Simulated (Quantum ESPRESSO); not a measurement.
# KCo2As2: which magnetic order is lowest, part 2 of 2

Aim: find out which collinear order of KCo2As2 costs least.

Quantum ESPRESSO 7.5; PBEsol; plane waves with GBRV 1.5 PBEsol potentials, no spin-orbit coupling.

So far: Starting point; Run 1, typed as ferro ++; Run 2, typed as antiferro q=(0,0,1/2) +−+−.

### Step 3. Run 2, typed as antiferro q=(0,0,1/2) +−+− (continued)

Spin moment in the atom's sphere by atom:

```csv
atom,spin moment in the atom's sphere (μB)
K1,0.0000
K2,0.0000
Co3,0.0005
Co4,-0.0004
Co5,0.0005
Co6,-0.0004
As7,0.0000
As8,0.0000
As9,0.0000
As10,0.0000
```

Read from the output:

* smearing term TS: 0.1518 eV
* magnetization: 0 μB
* absolute magnetization: 0 μB
* final state: non-magnetic

### Step 4. Run 3, typed as antiferro +−

pw.in reads:

```
&CONTROL
  calculation = 'scf'
  prefix = 'pwscf'
  outdir = './tmp'
  pseudo_dir = './pseudo'
  disk_io = 'nowf'
/
&SYSTEM
  ibrav = 0
  nat = 5
  ntyp = 4
  ecutwfc = 40
  ecutrho = 280
  nbnd = 36
  occupations = 'smearing'
  smearing = 'fd'
  degauss = 0.00734986
  nspin = 2
  starting_magnetization(1) = 0
  starting_magnetization(2) = 0.1176
  starting_magnetization(3) = -0.1176
  starting_magnetization(4) = 0
/
&ELECTRONS
  conv_thr = 1d-08
  electron_maxstep = 150
  mixing_beta = 0.3
/
ATOMIC_SPECIES
K      39.0983 k_pbesol_v1.4.uspp.F.UPF
Co1    58.9332 co_pbesol_v1.2.uspp.F.UPF
Co2    58.9332 co_pbesol_v1.2.uspp.F.UPF
As     74.9216 as_pbesol_v1.uspp.F.UPF
CELL_PARAMETERS angstrom
  -1.8699690938    1.8699690938    6.8199068568
   1.8699690938   -1.8699690938    6.8199068568
   1.8699690938    1.8699690938   -6.8199068568
ATOMIC_POSITIONS crystal
K       0.0000000000    0.0000000000    0.0000000000
Co1     0.7500000000    0.2500000000    0.5000000000
Co2     0.2500000000    0.7500000000    0.5000000000
As      0.3465498600    0.3465498600    0.0000000000
As      0.6534501400    0.6534501400    0.0000000000
K_POINTS automatic
10 10 10 0 0 0
```

Started as:

```bash
$ OMP_NUM_THREADS=1 mpirun -n 4 pw.x -nk 4 -in pw.in > pw.out
```

The log of the run:

```text
     [... lines left out ...]
Program PWSCF v.7.5 starts
     [... lines left out ...]
     number of atoms/cell      =            5
     [... lines left out ...]
     number of electrons       =        53.00
     number of Kohn-Sham states=           36
     kinetic-energy cutoff     =      40.0000  Ry
     charge density cutoff     =     280.0000  Ry
     scf convergence threshold =      1.0E-08
     [... lines left out ...]
      8 Sym. Ops. (no inversion) found
     [... lines left out ...]
     number of k points=   102  Fermi-Dirac smearing, width (Ry)=  0.0073
     [... lines left out ...]
     iteration # 21     ecut=    40.00 Ry     beta= 0.30
     [... lines left out ...]
     Magnetic moment per site  (integrated on atomic sphere of radius R)
     atom   1 (R=0.190)  charge=  8.0603  magn= -0.0000
     atom   2 (R=0.129)  charge= 15.2300  magn=  0.0000
     atom   3 (R=0.129)  charge= 15.2300  magn=  0.0000
     atom   4 (R=0.129)  charge=  2.3401  magn= -0.0000
     atom   5 (R=0.129)  charge=  2.3401  magn= -0.0000
     [... lines left out ...]
     the Fermi energy is     9.3530 ev
!    total energy              =    -733.56975616 Ry
     estimated scf accuracy    <          2.1E-09 Ry
     smearing contrib. (-TS)   =      -0.00557769 Ry
     [... lines left out ...]
     total magnetization       =     0.00 Bohr mag/cell
     absolute magnetization    =     0.00 Bohr mag/cell
     convergence has been achieved in  21 iterations
```

It took 6.5 min on 4 MPI ranks of Intel Xeon Platinum 8488C (Sapphire Rapids), shared host; peak memory 0.98 GiB.

The spin moment in the atom's sphere vanishes on all atoms.

Numbers from this step:

```yaml
smearing_term_ts: 0.07589 eV
magnetization: 0 μB
absolute_magnetization: 0 μB
final_state: non-magnetic
```

### Step 5. Run 4 (no spin polarisation)

pw.in reads:

```
&CONTROL
  calculation = 'scf'
  prefix = 'pwscf'
  outdir = './tmp'
  pseudo_dir = './pseudo'
  disk_io = 'nowf'
/
&SYSTEM
  ibrav = 0
  nat = 5
  ntyp = 3
  ecutwfc = 40
  ecutrho = 280
  nbnd = 36
  occupations = 'smearing'
  smearing = 'fd'
  degauss = 0.00734986
/
&ELECTRONS
  conv_thr = 1d-08
  electron_maxstep = 150
  mixing_beta = 0.3
/
ATOMIC_SPECIES
K      39.0983 k_pbesol_v1.4.uspp.F.UPF
Co     58.9332 co_pbesol_v1.2.uspp.F.UPF
As     74.9216 as_pbesol_v1.uspp.F.UPF
CELL_PARAMETERS angstrom
  -1.8699690938    1.8699690938    6.8199068568
   1.8699690938   -1.8699690938    6.8199068568
   1.8699690938    1.8699690938   -6.8199068568
ATOMIC_POSITIONS crystal
K       0.0000000000    0.0000000000    0.0000000000
Co      0.7500000000    0.2500000000    0.5000000000
Co      0.2500000000    0.7500000000    0.5000000000
As      0.3465498600    0.3465498600    0.0000000000
As      0.6534501400    0.6534501400    0.0000000000
K_POINTS automatic
10 10 10 0 0 0
```

The log of the run:

```text
     [... lines left out ...]
Program PWSCF v.7.5 starts
     [... lines left out ...]
     number of atoms/cell      =            5
     [... lines left out ...]
     number of electrons       =        53.00
     number of Kohn-Sham states=           36
     kinetic-energy cutoff     =      40.0000  Ry
     charge density cutoff     =     280.0000  Ry
     scf convergence threshold =      1.0E-08
     [... lines left out ...]
     16 Sym. Ops., with inversion, found
     [... lines left out ...]
     number of k points=   102  Fermi-Dirac smearing, width (Ry)=  0.0073
     [... lines left out ...]
     iteration # 15     ecut=    40.00 Ry     beta= 0.30
     [... lines left out ...]
     the Fermi energy is     9.3530 ev
!    total energy              =    -733.56976246 Ry
     estimated scf accuracy    <          6.3E-09 Ry
     smearing contrib. (-TS)   =      -0.00557777 Ry
     [... lines left out ...]
     convergence has been achieved in  15 iterations
```

Wall time 2.6 min (4 MPI ranks); peak memory 0.73 GiB.

This step gave:

```yaml
smearing_term_ts: 0.07589 eV
final_state: non-magnetic (no spin polarisation)
```

### Step 6. The states side by side

An order is kept where moments of 0.15 μB or more survive with the typed signs; meshes match where a doubled cell samples the same k points as the first cell.

Orders:

```csv
start,final state,typed order kept,energy over the lowest (meV a seeded atom),largest site moment (μB),net moment (μB a cell of the first run),mesh matched,CPU time (s)
ferro ++,non-magnetic,no,0.04282,0,0,yes,1649
"antiferro q=(0,0,1/2) +-+-",non-magnetic,no,0.04285,5.37e-4,0,yes,6962
antiferro +-,non-magnetic,no,0.04286,0,0,yes,1554
no spin polarisation,non-magnetic,-,0,0,0,yes,625.3
```

### Step 7. What came out

```json
{
 "lowest state found": "non-magnetic (from ferro ++, antiferro q=(0,0,1/2) +-+-, antiferro +- and no spin polarisation)",
 "largest site moment": "0 μB"
}
```

In words: The lowest state carries no moment, and no start kept one. Only these 4 starts were compared; other wavevectors, canted and longer-period orders were not. Energies are free energies at an electronic temperature of 1160 K, which lowers moments and differences where the moments are itinerant.

[Logs and program files are shortened in this print: banners, set-up blocks, solver, clock and traceback lines can be left out without a mark of their own.]

[Logs are printed without paths, hosts, clocks, repeated set-up lines and the standing remarks that a program may print on its own settings, such as how far it seeks lower states.]

[Hosts, paths, dates, database ids (printed as entryN), source tags and the programs' standing remarks are cut or masked in the printed files.]

[Where a cell is said to come from a database of computed structures, the database is the Materials Project.]
